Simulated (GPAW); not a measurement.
# Li/Ag(100): work function by functional and basis, part 2 of 2

How far do functional and basis move the work function of Li/Ag(100)?

GPAW 26.7.0; GPAW, PAW setups; slab in vacuum, relaxation (the session's first sound run).

So far, upper work function (eV): step 2 (relaxing the atoms) 2.99; step 3 (the slab's potential) 2.99.

## Step 4: Self-consistent run: xc = "vdW-DF2"

The same geometry under vdW-DF2, to see how far the functional moves the levels against the vacuum (the van der Waals functionals take revPBE setups).

Contents of run.py:

```python
import json
import numpy as np
from ase import Atoms
from gpaw import GPAW, PW

slab = Atoms(
    ['Ag', 'Ag', 'Ag', 'Ag', 'Li'],
    positions=[
        [1.44603, 1.44603, 9.00000],
        [0.00000, 0.00000, 11.04500],
        [1.44603, 1.44603, 13.16328],
        [-0.00000, -0.00000, 15.31274],
        [1.44603, 1.44603, 17.11597]],
    cell=[[2.89207, 0.0, 0.0], [0.0, 2.89207, 0.0], [0.0, 0.0, 26.14368]],
    pbc=[True, True, False])

slab.calc = GPAW(mode=PW(400), xc='vdW-DF2', kpts={'size': (11, 11, 1), 'gamma': True},
                 occupations={'name': 'fermi-dirac', 'width': 0.1}, nbands='300%',
                 convergence={'density': 1e-05}, maxiter=200,
                 poissonsolver={'dipolelayer': 'xy'},
                 symmetry={'tolerance': 1e-3}, txt='slab.txt')
result = {}
energy = slab.get_potential_energy()
fermi = slab.calc.get_fermi_level()
v = slab.calc.get_electrostatic_potential().mean((0, 1)) - fermi
n = slab.calc.get_pseudo_density().mean((0, 1))
L = slab.cell[2, 2]
z = np.arange(len(v)) * L / len(v)
low, high = slab.positions[:, 2].min(), slab.positions[:, 2].max()
below, above = np.interp([low - 6.8, high + 6.8], z, v)
slopes = [np.interp(x, z, np.gradient(v, z)) for x in (low - 6.8, high + 6.8)]
eps = np.array([[slab.calc.get_eigenvalues(k, s) for k in range(len(slab.calc.get_ibz_k_points()))]
                for s in range(slab.calc.get_number_of_spins())]) - fermi
top, bottom = eps[eps < 0].max(), eps[eps > 0].min()
dipole = slab.get_dipole_moment()[2]
print(f'energy {energy:.4f} eV, Fermi level {fermi:.4f} eV, dipole {dipole:.5f} e A')
print(f'potential 6.8 A off the faces, from the Fermi level: lower {below:.4f} eV, upper {above:.4f} eV')
print(f'slope of the potential there: lower {slopes[0]:.5f}, upper {slopes[1]:.5f} eV/A')
print(f'nearest levels on the mesh: {top:.4f} and {bottom:.4f} eV')
print('magnetic moment', round(slab.get_magnetic_moment(), 3))
result.update(energy=energy, fermi=fermi, dipole=dipole, below=below, above=above, slopes=slopes, edges=[top, bottom],
              z=z.tolist(), v=v.tolist(), n=n.tolist(), positions=slab.positions.tolist(),
              forces=slab.get_forces(apply_constraint=False).tolist(), moments=slab.get_magnetic_moments().tolist())
json.dump(result, open('result.json', 'w'))
```

Run with:

```
> OMP_NUM_THREADS=1 OPENBLAS_NUM_THREADS=1 python run.py
```

Elapsed: 13 min, on 1 thread of Arm Neoverse V2, shared host; peak memory 0.46 GiB.

This step gave:

* dipole along the normal: 0.06891 e·Å
* levels nearest the Fermi level on the mesh: -0.006932, 0.01371 eV from the Fermi level
* upper work function: 3.179 eV
* lower work function: 4.669 eV

The electrostatic potential energy of an electron (without an applied field's), less the Fermi level, planar mean oscillates, so the rows of the table below give means over windows of 2.14 Å about each position, cut where the curve ends. Its maxima inside the range that stand out by 2 % of the span (Å: eV): 0.5: 4.67, 10.0: -1.10, 12.1: -0.640, 14.2: -0.539, 16.4: -0.637. Its minima: 9.0: -17.4, 11.1: -17.7, 13.2: -17.7, 15.3: -17.7, 17.2: -3.21.

The electrostatic potential energy of an electron (without an applied field's), less the Fermi level, planar mean by z; means over each step:

```
z (Å)  electrostatic potential energy of an electron (without an applied field's), less the Fermi level, planar mean (eV)
 1.07                                                                                                                4.60
 3.21                                                                                                                4.67
 5.35                                                                                                                4.65
 7.49                                                                                                                2.09
 9.63                                                                                                               -8.42
11.77                                                                                                               -8.15
13.91                                                                                                               -7.98
16.05                                                                                                               -7.14
18.19                                                                                                               0.614
20.33                                                                                                                3.07
22.47                                                                                                                3.17
24.61                                                                                                                3.18
```

Pseudo valence density, planar mean against z:

z (Å), pseudo valence density, planar mean (e/Å³) and a bar:
```
      5.0       0.00 
      5.5       0.00 
      6.0       0.00 
      6.5       0.00 
      7.0       0.01 
      7.5       0.03 
      8.0       0.14 ##
      8.5       0.78 ###########
      9.0       2.23 ##############################
      9.5       0.82 ###########
     10.0       0.27 ####
     10.5       0.69 #########
     11.0       2.11 ############################
     11.5       0.89 ############
     12.0       0.26 ####
     12.5       0.48 ######
     13.0       1.91 ##########################
     13.5       1.32 ##################
     14.0       0.30 ####
     14.5       0.32 ####
     15.0       1.41 ###################
     15.5       1.87 #########################
     16.0       0.45 ######
     16.5       0.14 ##
     17.0       0.06 #
     17.5       0.05 #
     18.0       0.03 
     18.5       0.01 
     19.0       0.01 
     19.5       0.00 
     20.0       0.00 
     20.5       0.00 
     21.0       0.00 
     21.5       0.00
```

Force by atom:

```
atom  x (eV/Å)  y (eV/Å)  z (eV/Å)   size
 Ag1     0.000     0.000    -0.827  0.827
 Ag2     0.000     0.000     0.145  0.145
 Ag3     0.000     0.000     0.011  0.011
 Ag4     0.000     0.000     0.635  0.635
 Li5     0.000     0.000     0.038  0.038
```

The upper face's work function is 3.179 eV, against 2.989 eV in the first plane-wave PBE run at this geometry.

## Step 5: Self-consistent run: xc = "RPBE"

The same geometry under RPBE, to see how far the functional moves the levels against the vacuum.

Changes to run.py since step 4:

```diff
@@ -16,3 +16,3 @@
 
-slab.calc = GPAW(mode=PW(400), xc='vdW-DF2', kpts={'size': (11, 11, 1), 'gamma': True},
+slab.calc = GPAW(mode=PW(400), xc='RPBE', kpts={'size': (11, 11, 1), 'gamma': True},
                  occupations={'name': 'fermi-dirac', 'width': 0.1}, nbands='300%',
```

The job ended after 4.7 min (1 thread; peak memory 0.33 GiB).

Numbers from this step:

```yaml
dipole_along_the_normal: 0.05087 e·Å
levels_nearest_the_fermi_level_on_the_mesh: -0.009918, 0.002651 eV from the Fermi level
upper_work_function: 2.935 eV
lower_work_function: 4.033 eV
```

The upper face's work function is 2.935 eV, against 2.989 eV in the first plane-wave PBE run at this geometry.

## Step 6: Self-consistent run: xc = "LDA"

The same geometry under LDA, to see how far the functional moves the levels against the vacuum.

Changes to run.py since step 5:

```diff
@@ -16,3 +16,3 @@
 
-slab.calc = GPAW(mode=PW(400), xc='RPBE', kpts={'size': (11, 11, 1), 'gamma': True},
+slab.calc = GPAW(mode=PW(400), xc='LDA', kpts={'size': (11, 11, 1), 'gamma': True},
                  occupations={'name': 'fermi-dirac', 'width': 0.1}, nbands='300%',
```

Run time: 4.8 min. Hardware: 1 thread; peak memory 0.33 GiB.

Numbers from this step:

* dipole along the normal: 0.07366 e·Å
* levels nearest the Fermi level on the mesh: -0.06278, 0.01045 eV from the Fermi level
* upper work function: 3.068 eV
* lower work function: 4.659 eV

The upper face's work function is 3.068 eV, against 2.989 eV in the first plane-wave PBE run at this geometry.

## Step 7: OptPBE vdW: xc = "optPBE-vdW"

The same geometry under optPBE-vdW, to see how far the functional moves the levels against the vacuum (the van der Waals functionals take revPBE setups).

Changes to run.py since step 6:

```diff
@@ -16,3 +16,3 @@
 
-slab.calc = GPAW(mode=PW(400), xc='LDA', kpts={'size': (11, 11, 1), 'gamma': True},
+slab.calc = GPAW(mode=PW(400), xc='optPBE-vdW', kpts={'size': (11, 11, 1), 'gamma': True},
                  occupations={'name': 'fermi-dirac', 'width': 0.1}, nbands='300%',
```

Elapsed: 5.1 min, on 1 thread; peak memory 0.46 GiB.

This step gave:

```yaml
dipole_along_the_normal: 0.06074 e·Å
levels_nearest_the_fermi_level_on_the_mesh: -0.001945, 0.04823 eV from the Fermi level
upper_work_function: 3.109 eV
lower_work_function: 4.420 eV
```

The upper face's work function is 3.109 eV, against 2.989 eV in the first plane-wave PBE run at this geometry.

## Step 8: Self-consistent run: xc = "revPBE"

The same geometry under revPBE, to see how far the functional moves the levels against the vacuum.

Changes to run.py since step 7:

```diff
@@ -16,3 +16,3 @@
 
-slab.calc = GPAW(mode=PW(400), xc='optPBE-vdW', kpts={'size': (11, 11, 1), 'gamma': True},
+slab.calc = GPAW(mode=PW(400), xc='revPBE', kpts={'size': (11, 11, 1), 'gamma': True},
                  occupations={'name': 'fermi-dirac', 'width': 0.1}, nbands='300%',
```

Run time: 4.7 min. Hardware: 1 thread; peak memory 0.33 GiB.

This step gave:

| Quantity | Value |
| --- | --- |
| dipole along the normal | 0.05232 e·Å |
| levels nearest the Fermi level on the mesh | -0.008705, 0.003873 eV from the Fermi level |
| upper work function | 2.929 eV |
| lower work function | 4.058 eV |

The electrostatic potential energy of an electron (without an applied field's), less the Fermi level, planar mean oscillates, so the rows of the table below give means over windows of 2.09 Å about each position, cut where the curve ends. Its maxima inside the range that stand out by 2 % of the span (Å: eV): 2.0: 4.06, 10.0: -0.888, 12.1: -0.416, 14.2: -0.322, 16.4: -0.647. Its minima: 9.0: -17.4, 11.1: -17.5, 13.2: -17.6, 15.3: -17.6, 17.2: -3.27.

The electrostatic potential energy of an electron (without an applied field's), less the Fermi level, planar mean by z; means over each step:

```
z (Å)  electrostatic potential energy of an electron (without an applied field's), less the Fermi level, planar mean (eV)
 1.04                                                                                                                4.01
 3.13                                                                                                                4.06
 5.22                                                                                                                4.05
 7.31                                                                                                                2.63
 9.40                                                                                                               -8.10
11.49                                                                                                               -8.00
13.58                                                                                                               -7.92
15.67                                                                                                               -8.11
17.77                                                                                                              -0.485
19.85                                                                                                                2.78
21.95                                                                                                                2.93
24.03                                                                                                                2.93
```

The upper face's work function is 2.929 eV, against 2.989 eV in the first plane-wave PBE run at this geometry.

## Step 9: Real-space grid: mode = "fd"

A real-space grid is a second complete basis, so it checks the plane-wave result.

Changes to run.py since step 8:

```diff
@@ -3,3 +3,3 @@
 from ase import Atoms
-from gpaw import GPAW, PW
+from gpaw import GPAW
 
@@ -16,3 +16,3 @@
 
-slab.calc = GPAW(mode=PW(400), xc='revPBE', kpts={'size': (11, 11, 1), 'gamma': True},
+slab.calc = GPAW(mode='fd', h=0.18, xc='PBE', kpts={'size': (11, 11, 1), 'gamma': True},
                  occupations={'name': 'fermi-dirac', 'width': 0.1}, nbands='300%',
```

Elapsed: 27 min, on 1 thread; peak memory 1.8 GiB.

Numbers from this step:

| Item | Value |
| --- | --- |
| dipole along the normal | 0.05758 e·Å |
| levels nearest the Fermi level on the mesh | -0.005215, 0.006023 eV from the Fermi level |
| upper work function | 2.988 eV |
| lower work function | 4.233 eV |

The upper face's work function is 2.988 eV, against 2.989 eV in the first plane-wave PBE run at this geometry.

## Step 10: Atomic orbitals: mode = "lcao"

Atom-centred orbitals end a few angstrom from the surface, which tests how much the density's tail matters.

Changes to run.py since step 9:

```diff
@@ -16,4 +16,4 @@
 
-slab.calc = GPAW(mode='fd', h=0.18, xc='PBE', kpts={'size': (11, 11, 1), 'gamma': True},
-                 occupations={'name': 'fermi-dirac', 'width': 0.1}, nbands='300%',
+slab.calc = GPAW(mode='lcao', basis='dzp', h=0.18, xc='PBE', kpts={'size': (11, 11, 1), 'gamma': True},
+                 occupations={'name': 'fermi-dirac', 'width': 0.1}, nbands='120%',
                  convergence={'density': 1e-05}, maxiter=200,
```

The job ended after 14 min (1 thread; peak memory 0.4 GiB).

This step gave:

```
dipole along the normal                    : 0.06290 e·Å
levels nearest the Fermi level on the mesh : -0.006398, 0.1260 eV from the Fermi level
upper work function                        : 2.839 eV
lower work function                        : 4.200 eV
```

The electrostatic potential energy of an electron (without an applied field's), less the Fermi level, planar mean oscillates, so the rows of the table below give means over windows of 2.18 Å about each position, cut where the curve ends. Its maxima inside the range that stand out by 2 % of the span (Å: eV): 2.6: 4.20, 10.0: -0.800, 12.1: -0.303, 14.3: -0.208, 16.4: -0.614. Its minima: 9.0: -17.4, 11.1: -17.5, 13.2: -17.5, 15.3: -17.7, 17.2: -3.28.

Table of electrostatic potential energy of an electron (without an applied field's), less the Fermi level, planar mean by z; means over each step:

z (Å), electrostatic potential energy of an electron (without an applied field's), less the Fermi level, planar mean (eV) and a bar from the least value:
```
     1.09        4.2 ##############################
     3.27        4.2 ##############################
     5.45        4.2 ##############################
     7.63        0.8 ######################
     9.81       -8.6 
    11.99       -8.1 #
    14.17       -7.9 ##
    16.35       -5.4 #######
    18.53        1.4 #######################
    20.71        2.8 ###########################
    22.89        2.8 ###########################
    25.07        2.8 ###########################
```

The upper face's work function is 2.839 eV, against 2.989 eV in the first plane-wave PBE run at this geometry.

## Step 11: Cost and result by level

Times are for 1 thread of Arm Neoverse V2, shared host. Results by setting:

```
no.         run  upper work function (eV)  lower work function (eV)     time  memory (GiB)
  1          pw                     2.989                     4.236  4.7 min          0.33
  2     vdW DF2                     3.179                     4.669   13 min          0.46
  3        RPBE                     2.935                     4.033  4.7 min          0.33
  4         LDA                     3.068                     4.659  4.8 min          0.33
  5  optPBE vdW                     3.109                     4.420  5.1 min          0.46
  6      revPBE                     2.929                     4.058  4.7 min          0.33
  7          fd                     2.988                     4.233   27 min           1.8
  8        lcao                     2.839                     4.200   14 min           0.4
```

## Step 12: Side by side

Results and costs are gathered.

This step: comparison of work functions, dipole and cost (GPAW 26.7.0).

Ladder, by row:

```
      step  code  work function, upper (eV)  work function, lower (eV)  dipole (e Å)  wall time (s)  peak memory (GiB)  threads
        pw  GPAW                      2.989                      4.236       0.05773          279.1               0.33        1
   vdW-DF2  GPAW                      3.179                      4.669       0.06891            809               0.46        1
      RPBE  GPAW                      2.935                      4.033       0.05087          282.6               0.33        1
       LDA  GPAW                      3.068                      4.659       0.07366            289               0.33        1
optPBE-vdW  GPAW                      3.109                       4.42       0.06074          303.2               0.46        1
    revPBE  GPAW                      2.929                      4.058       0.05232          282.2               0.33        1
        fd  GPAW                      2.988                      4.233       0.05758           1620               1.79        1
      lcao  GPAW                      2.839                        4.2        0.0629          863.3                0.4        1
```

## Step 13: Outcome

```yaml
work_function_upper_and_lower_face: 2.989 and 4.236 eV
dipole_along_the_normal: 0.0577 e Å
```

**Reading.** With plane waves and PBE the work function is 2.99 eV on the upper face and 4.24 eV on the lower. The two faces differ by 1.2 eV, the step that the slab's dipole makes (e p/(ε0 A) gives 1.2 eV), so the dipole layer is needed. Over the sound runs of the table the upper face's work function spans 2.839 (lcao) to 3.179 eV (vdW-DF2). Atomic orbitals miss the plane-wave value by -0.15 eV, since they describe the tail of the density in the vacuum poorly. The cell of 8.36 Å² holds one Li, started on one chosen site; other sites and coverages weren't tried. The in-plane lattice was kept as typed, which isn't the functional's own and leaves some strain; spin-orbit coupling and temperature are left out.

[Logs are printed without paths, hosts, clocks, repeated set-up lines and the standing remarks that a program may print on its own settings, such as how far it seeks lower states.]

[Hosts, paths, dates, database ids (printed as entryN), source tags and the programs' standing remarks are cut or masked in the printed files.]
